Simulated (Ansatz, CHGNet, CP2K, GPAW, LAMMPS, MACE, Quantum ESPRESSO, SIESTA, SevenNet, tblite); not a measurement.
# Running rapidly quenched Si57Al14Cu29 (at. %) (111 atoms) with SIESTA, part 2 of 2

Wanted: SIESTA inputs and outputs for rapidly quenched Si57Al14Cu29 (at. %) (111 atoms), checked against a plane-wave reference.

Program: SIESTA 5.4.2; the method stands at each step. Banners, paths, timers and routine set-up lines are dropped from the logs unmarked, and long logs keep their key lines alone; longer cuts are marked. The potentials were converted by us to PSML.

So far. Step 2 (PBE, DZP, shift 0.01 Ry, mesh 500 Ry): Forces lie 9.4 % from the reference's, at 8.7 times its CPU time.

In doubt: a PseudoDojo file used here is known to give poor structures and forces (steps 2, 3), which bears on pressures, cells, forces and phonons.

**3. PBE, SZ, shift 0.01 Ry, mesh 500 Ry**

Method: Kohn-Sham DFT, PBE, PseudoDojo 0.4.1 norm-conserving pseudopotentials (converted to PSML), numerical atomic orbitals (SZ), diagonalisation.

Input file input.fdf:

```
SystemLabel cell
NumberOfAtoms 111
NumberOfSpecies 3
%block ChemicalSpeciesLabel
  1 14 Si
  2 13 Al
  3 29 Cu
%endblock ChemicalSpeciesLabel
LatticeConstant 1.0 Ang
%block LatticeVectors
  12.24240 0.00000 0.00000
  0.00000 12.24240 0.00000
  0.00000 0.00000 12.24240
%endblock LatticeVectors
PAO.BasisSize SZ
PAO.EnergyShift 0.01 Ry
XC.Functional GGA
XC.Authors PBE
MeshCutoff 500 Ry
%block kgrid_Monkhorst_Pack
  1 0 0 0.0
  0 1 0 0.0
  0 0 1 0.0
%endblock kgrid_Monkhorst_Pack
SolutionMethod diagon
OccupationFunction FD
ElectronicTemperature 580 K
SCF.Mixer.Method Pulay
SCF.Mixer.Weight 0.05
SCF.Mixer.History 8
SCF.Mix Hamiltonian
MaxSCFIterations 300
SCF.DM.Tolerance 1e-04
SCF.H.Tolerance 1.0e-3 eV
WriteForces T
Write.HirshfeldPop T
Write.VoronoiPop T
Write.DM F
Write.H F
XML.Write F
AtomicCoordinatesFormat Fractional
%block AtomicCoordinatesAndAtomicSpecies
[... 111 atom lines left out: the same atoms as in the first run ...]
%endblock AtomicCoordinatesAndAtomicSpecies
```

Started as:

```console
> OMP_NUM_THREADS=1 siesta < input.fdf > output.txt
```

The log of the run:

```text
Version         : 5.4.2
reinit: System Name:
reinit: System Label: cell
initatom: Reading input for the pseudopotentials and atomic orbitals ----------
Species number:   1 Atomic number:   14 Label: Si
Species number:   2 Atomic number:   13 Label: Al
Species number:   3 Atomic number:   29 Label: Cu
Ground state valence configuration (from tables):   3s02  3p02  3d00  4f00
Ground state valence configuration (from tables):   3s02  3p01  3d00  4f00
Ground state valence configuration (from tables):   4s01  4p00  3d10  4f00
---- Processing specs for species: Si
[... lines left out ...]
        iscf     Eharris(eV)        E_KS(eV)     FreeEng(eV)     dDmax    Ef(eV) dHmax(eV)
[... lines left out ...]
SCF Convergence by DM+H criterion
[... lines left out ...]
SCF cycle converged after 24 iterations
[... lines left out ...]
   Max    3.813042
[... lines left out ...]
   Max    3.813042    constrained
Stress tensor Voigt[x,y,z,yz,xz,xy] (kbar):     -104.27      -96.44     -108.89        0.57       -9.97       -5.71
[... lines left out ...]
siesta: FreeEng =   -173140.571217
[... lines left out ...]
siesta:         Fermi =      -2.660524
[... lines left out ...]
siesta:    -0.006220    0.000354   -0.067966
siesta: Cell volume =       1834.846322 Ang**3
siesta: Pressure (static):
siesta:                Solid            Molecule  Units
siesta:           0.00070155          0.00083920  Ry/Bohr**3
siesta:           0.06441365          0.07705147  eV/Ang**3
siesta:         103.20203916        123.45006218  kBar
    Orbital volume contribution        =          40.846302 eV
    (Free)E + p_basis*V_orbitals       =     -173099.724915 eV
    (Free)Eharris+ p_basis*V_orbitals  =     -173099.724917 eV
Hirshfeld Atomic Populations:
Atom #   charge [q] valence [e]  Species
     1    -0.261974    4.261974  Si
     2    -0.286996    4.286996  Si
     3    -0.170196    4.170196  Si
[...]
64    -0.166922    3.166922  Al
    65    -0.101550    3.101550  Al
    66    -0.086922    3.086922  Al
[...]
80     0.517409   18.482591  Cu
    81     0.476117   18.523883  Cu
    82     0.457269   18.542731  Cu
[...]
--------------------
 Total    -0.000020
Voronoi Atomic Populations:
Atom #   charge [q] valence [e]  Species
[...]
62    -0.241537    4.241537  Si
    63    -0.295060    4.295060  Si
[...]
78     0.000385    2.999615  Al
    79     0.070115    2.929885  Al
[...]
110     0.460393   18.539607  Cu
   111     0.567612   18.432388  Cu
--------------------
 Total    -0.000020
```

The job ended after 6 min (1 thread of Arm Neoverse V2, shared host; peak memory 2 GiB).

Against the reference:

| Property | Result |
| --- | --- |
| r.m.s. force component | 0.8809 eV/Å |
| r.m.s. difference of force components | 386.5 meV/Å |
| longest difference of force vectors | 1404 meV/Å |
| force difference over r.m.s. force | 57.18 % |
| slope of forces against the reference's | 1.186 |
| correlation of force components | 0.9098 |
| pressure | 10.32 GPa |
| pressure difference | 12.23 GPa |

This is a coarse setting, run to see what it loses.

Against the first run (9.4 %), the force difference from the reference is 57 %, at 0.23 times the CPU time (on 1 against 4 cores), with 636 basis functions against 1635: the smaller basis costs accuracy.

**4. A run with a doubtful setting**

Edit input.fdf of step 3 so:

```diff
@@ -14,3 +14,3 @@
 %endblock LatticeVectors
-PAO.BasisSize SZ
+PAO.BasisSize DZP
 PAO.EnergyShift 0.01 Ry
@@ -31,3 +31,3 @@
 SCF.Mix Hamiltonian
-MaxSCFIterations 300
+MaxSCFIterations 6
 SCF.DM.Tolerance 1e-04
```

Started as:

```console
> OMP_NUM_THREADS=1 mpirun -np 4 siesta < input.fdf > output.txt
```

The log of the run:

```text
Version         : 5.4.2
reinit: System Name:
reinit: System Label: cell
initatom: Reading input for the pseudopotentials and atomic orbitals ----------
Species number:   1 Atomic number:   14 Label: Si
Species number:   2 Atomic number:   13 Label: Al
Species number:   3 Atomic number:   29 Label: Cu
Ground state valence configuration (from tables):   3s02  3p02  3d00  4f00
[... lines left out ...]
Total number of electrons:   908.000000
[... lines left out ...]
stepf: Fermi-Dirac step function
        iscf     Eharris(eV)        E_KS(eV)     FreeEng(eV)     dDmax    Ef(eV) dHmax(eV)
[... lines left out ...]
   scf:    3  -173086.195982  -172987.566814  -172987.986643  1.386424 -2.894973 34.333410
   scf:    4  -173332.496902  -173197.210377  -173197.564045  0.119464 -3.146731 13.783722
   scf:    5  -173292.153644  -173252.804986  -173253.143153  0.087522 -3.281341  7.055515
   scf:    6  -173279.864310  -173270.294930  -173270.623953  0.074584 -3.379831  3.377416
SCF_NOT_CONV: SCF did not converge in maximum number of steps (required).
Geom step, scf iteration, dDmax, dHmax:    0     6      0.074584     0.248235
ABNORMAL_TERMINATION
Stopping Program from Node:    0
ABNORMAL_TERMINATION
Stopping Program from Node:    1
ABNORMAL_TERMINATION
Stopping Program from Node:    3
[...]
SCF_NOT_CONV: SCF did not converge in maximum number of steps (required).
Geom step, scf iteration, dDmax, dHmax:    0     6      0.074584     0.248235
[...]
ABNORMAL_TERMINATION
Stopping Program from Node:    3
ABNORMAL_TERMINATION
Stopping Program from Node:    2
```

Run time: 1.7 min. Hardware: 4 MPI ranks; peak memory 4.9 GiB.

The run stopped without converging, so its numbers are no property of the system. The fault in the input: too few SCF iterations (iteration limit 6).

**5. All runs compared**

Differences are against the plane-wave reference, forces as r.m.s. over components; share is that over the reference's r.m.s. force, slope the least-squares factor from reference forces to these. Total energies of different programs have different zeros and aren't compared.

```
                                                run  Δ force, r.m.s. (meV/Å)  share (%)  slope  Δ pressure (GPa)  cores  CPU time  memory (GiB)
                                          reference                        -          -      -                 -      4     3 min           2.9
        SIESTA PBE, DZP, shift 0.01 Ry, mesh 500 Ry                     63.8       9.43  1.062             0.121      4    26 min           5.1
SIESTA PBE, SZ, shift 0.01 Ry, mesh 500 Ry (coarse)                      387       57.2  1.186              12.2      1     6 min           2.0
```

Rows marked coarse were listed beforehand as settings not expected to be converged; some can still land near the reference.

CPU time is summed over cores on a shared host, where runs went side by side, so it is rough. Symmetry, cutoffs, thresholds, outputs and thread counts weren't matched or tuned between programs; memory under MPI is the largest rank's times the ranks.

**6. What came out**

| Item | Value |
| --- | --- |
| nearest in forces | SIESTA PBE, DZP, shift 0.01 Ry, mesh 500 Ry, 9.4 % |
| its CPU time | 26 min |

What this shows: The PBE run in local orbitals, coarse settings apart, differs by 9.4 % (SIESTA PBE, DZP, shift 0.01 Ry, mesh 500 Ry); basis, grid and potentials can all enter. Runs with settings chosen to be coarse differ by 57 % (SIESTA PBE, SZ, shift 0.01 Ry, mesh 500 Ry), their programs' other errors included. None of the electronic-structure runs in the table takes under half the reference's CPU time of 3 min; they take 2.0 to 8.7 times as much. In pressure, SIESTA PBE, SZ, shift 0.01 Ry, mesh 500 Ry misses by +12.2 GPa, at the same functional. A potential file of the SIESTA runs is in doubt, which bears on their forces and pressure. The quench rate of 10 K/ps is many orders above laboratory rates, so the cell is likely richer in defects and strain than a real sample. The network of bonds at the start is that of the classical potential that made the cell, and needn't be the one that DFT or experiment would give. The reference's pressure of -1.9 GPa belongs to a cell and atoms that aren't relaxed at this level. The electronic-structure runs sample only Γ, in a cell whose shortest periodic width is 12 Å, which is coarse for a cell with partly filled levels.

[Also dropped from logs without a mark: logging warnings of Python, and SIESTA's first energy breakdown and zero terms.]

[Logs are printed without paths, hosts, clocks, repeated set-up lines and the standing remarks that a program may print on its own settings, such as how far it seeks lower states.]

[Hosts, paths, dates, database ids (printed as entryN), source tags and the programs' standing remarks are cut or masked in the printed files.]
